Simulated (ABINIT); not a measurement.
## K2Pt (Fm-3m): G0W0 in ABINIT against the exchange cutoff

How does the gap of K2Pt (Fm-3m) converge in the exchange cutoff?

Program: ABINIT 10.8.3. Level of theory: LDA and many-body steps on it, plane waves. Results are calculated unless marked as measured.

This is a report of a sequence of runs, with most program output left out.

## Step 1: Starting point

Symmetry: Fm-3m, No. 225, cubic system. The conventional cell has a = 7.563 Å, b = 7.563 Å, c = 7.563 Å, α = 90.00°, β = 90.00°, γ = 90.00°. K has 4 Pt at 3.27 Å nearest. Nearest to Pt lie 8 K at 3.27 Å. Farther neighbours are not listed.

The cell and positions are those that the Materials Project relaxed with its own functionals (PBE, PBE+U or r2SCAN), kept fixed. Spin-orbit coupling is left out unless a step names it.

## Step 2: Screening, 2×2×2 mesh, 62 bands, screening to 106.1 eV

This step: ABINIT 10.8.3; RPA screening on LDA, plane waves, norm-conserving pseudopotentials.

The RPA dielectric matrix is built and inverted for each q.

Contents of run.abi:

```
acell 3*1.0 Angstrom
rprim 
  -0.000000000000 3.781463140000 3.781463140000
  3.781463140000 -0.000000000000 3.781463140000
  3.781463140000 3.781463140000 -0.000000000000
ntypat 2
znucl 19 78
natom 3
typat 1 1 2
xred 
  0.750000000000 0.750000000000 0.750000000000
  0.250000000000 0.250000000000 0.250000000000
  0.000000000000 0.000000000000 0.000000000000
pp_dirpath "pseudos"
pseudos "K.upf, Pt.upf"
ecut 34
ngkpt 2 2 2
nshiftk 1
shiftk 0 0 0
kptopt 1
chksymbreak 0
istwfk *1
occopt 1
irdwfk 1
optdriver 3
nband 62
ecuteps 3.9
inclvkb 2
awtr 1
symchi 1
indata_prefix "in"
outdata_prefix "out"
tmpdata_prefix "tmp"
```

The run is started by

```sh
> OMP_NUM_THREADS=1 mpirun -n 4 abinit run.abi > log
```

The job ended after 7.2 s (4 MPI ranks of Arm Neoverse V1, shared host; peak memory 0.81 GiB).

Numbers from this step:

| Property | Result |
| --- | --- |
| ε∞ with local fields, on this mesh, along the program's q direction | 8.908 |
| the same without local fields | 13.44 |
| plasma frequency | 21.42 eV |
| plane waves in the screening matrix | 283 |

Local fields lower ε∞ by 34 %. On a Γ-centred mesh this coarse the value itself is usually too large, while a short band sum pulls it down.

## Step 3: 6.8 Ha

This step: G0W0 on LDA, plane waves, norm-conserving pseudopotentials.

Changes to run.abi since step 2:

```diff
@@ -24,8 +24,19 @@
 irdwfk 1
-optdriver 3
+optdriver 4
 nband 62
+gwcalctyp 0
+ecutsigx 6.8
+symsigma 1
+nkptgw 3
+kptgw 
+  0.5000000000 0.5000000000 0.0000000000
+  0.5000000000 0.0000000000 0.0000000000
+  0.0000000000 0.0000000000 0.0000000000
+bdgw 
+  16 20
+  17 21
+  16 21
 ecuteps 3.9
-inclvkb 2
-awtr 1
-symchi 1
+irdscr 1
+ppmodel 1
 indata_prefix "in"
```

Elapsed: 7.4 s, on 4 MPI ranks; peak memory 0.65 GiB.

This step gave:

| Quantity | Value |
| --- | --- |
| G0W0 gap on the points computed | 0.9860 eV |
| starting gap on the mesh | 1.306 eV |
| k of the valence top | 0.5, 0.5, 0 |
| k of the conduction bottom | 0.5, 0, 0 |
| Z at the valence top | 0.745 |
| Z at the conduction bottom | 0.812 |
| least direct G0W0 gap on the computed points | 1.104 eV |

## Step 4: 13.6 Ha

The self-energy is evaluated for the states that the input lists, and the levels follow from it, in one-shot runs by the linearised quasiparticle equation.

Changes to run.abi since step 3:

```diff
@@ -27,3 +27,3 @@
 gwcalctyp 0
-ecutsigx 6.8
+ecutsigx 13.6
 symsigma 1
```

It took 7.6 s on 4 MPI ranks; peak memory 0.72 GiB.

This step gave:

```yaml
g0w0_gap_on_the_points_computed: 1.845 eV
starting_gap_on_the_mesh: 1.306 eV
k_of_the_valence_top: 0.5, 0.5, 0
k_of_the_conduction_bottom: 0.5, 0, 0
z_at_the_valence_top: 0.745
z_at_the_conduction_bottom: 0.812
least_direct_g0w0_gap_on_the_computed_points: 1.948 eV
```

The gap on the mesh goes from 1.31 eV to 1.84 eV, a correction of +0.54 eV.

## Step 5: 23.8 Ha

Changes to run.abi since step 4:

```diff
@@ -27,3 +27,3 @@
 gwcalctyp 0
-ecutsigx 13.6
+ecutsigx 23.8
 symsigma 1
```

It took 7.8 s on 4 MPI ranks; peak memory 0.86 GiB; 31 s of CPU time.

Numbers from this step:

```yaml
g0w0_gap_on_the_points_computed: 1.972 eV
starting_gap_on_the_mesh: 1.306 eV
k_of_the_valence_top: 0.5, 0.5, 0
k_of_the_conduction_bottom: 0.5, 0, 0
least_direct_g0w0_gap_on_the_computed_points: 2.069 eV
```

Against the run before, the gap moves by +0.127 eV.

## Step 6: 34 Ha

Changes to run.abi since step 5:

```diff
@@ -27,3 +27,3 @@
 gwcalctyp 0
-ecutsigx 23.8
+ecutsigx 34
 symsigma 1
```

The job ended after 7.9 s (4 MPI ranks; peak memory 0.87 GiB).

Numbers from this step:

```yaml
g0w0_gap_on_the_points_computed: 1.978 eV
starting_gap_on_the_mesh: 1.306 eV
k_of_the_valence_top: 0.5, 0.5, 0
k_of_the_conduction_bottom: 0.5, 0, 0
least_direct_g0w0_gap_on_the_computed_points: 2.075 eV
```

Against the run before, the gap moves by +0.006 eV.

## Step 7: The runs together

Times are wall times on 4 MPI ranks of Arm Neoverse V1, shared host, good to a factor of about two. A run's time includes the screening step that it read.

| run | mesh | bands | screening cutoff (eV) | DFT gap (eV) | gap on the mesh (eV) | direct (eV) | ε∞ used | time |
| --- | --- | --- | --- | --- | --- | --- | --- | --- |
| 6.8 Ha | 2×2×2 | 62 | 106.1 | 1.306 | 0.986 | 1.104 | 8.91 | 15 s |
| 13.6 Ha | 2×2×2 | 62 | 106.1 | 1.306 | 1.845 | 1.948 | 8.91 | 15 s |
| 23.8 Ha | 2×2×2 | 62 | 106.1 | 1.306 | 1.972 | 2.069 | 8.91 | 15 s |
| 34 Ha | 2×2×2 | 62 | 106.1 | 1.306 | 1.978 | 2.075 | 8.91 | 15 s |

## Step 8: Outcome

```
6.8 Ha       : 0.986 eV
13.6 Ha      : 1.845 eV
23.8 Ha      : 1.972 eV
34 Ha        : 1.978 eV
known limits : not at the basis limit; no spin polarisation; d states lean on the start; no spin-orbit coupling; coarse k mesh
```

**Reading.** The setting moved: exchange cutoff. From 6.8 Ha to 34 Ha the gap moves by +0.99 eV. It holds to 0.03 eV from 23.8 Ha on. Bands and screening cutoff are coupled, so a series along one setting does not show full convergence. Below the screening cutoff the correlation part is cut too. Bands and cutoff are finite, so the gap is not at the basis limit. The miss can reach some tenths of an eV and take either sign; the mesh is an error of its own. The 2×2×2 mesh is coarse for this cell, which bears on the long-range parts of exchange and screening. The runs have no spin polarisation. For a closed low-spin shell that is the natural state; where a d or f shell is open it is a constraint, and the gap is then not the crystal's own. With d states at the gap, one-shot GW leans hard on its start. The many-body steps are scalar-relativistic: spin-orbit coupling is not in them.

[Paths, hosts, dates, memory and timing lines, banners, echoed tables and standing remarks are left out of the program output.]

[Logs are printed without paths, hosts, clocks, repeated set-up lines and the standing remarks that a program may print on its own settings, such as how far it seeks lower states.]

[Runs of the session that timed out or met a known fault of the program may be left out.]

[No measured gap is set beside runs whose start may be inverted or whose files or cutoffs have a known fault.]

[Hosts, paths, dates, database ids (printed as entryN), source tags and the programs' standing remarks are cut or masked in the printed files.]

[G0W0 gaps are taken among the corrected bands and points alone; a level outside them can change the order at an edge.]

[Where Ansatz stands beside ABINIT at settings called matched, ABINIT's density can come from a denser mesh and the files from another edition; pairs whose starting gaps differed by over 0.03 eV were left out, so agreement reads better than it is.]
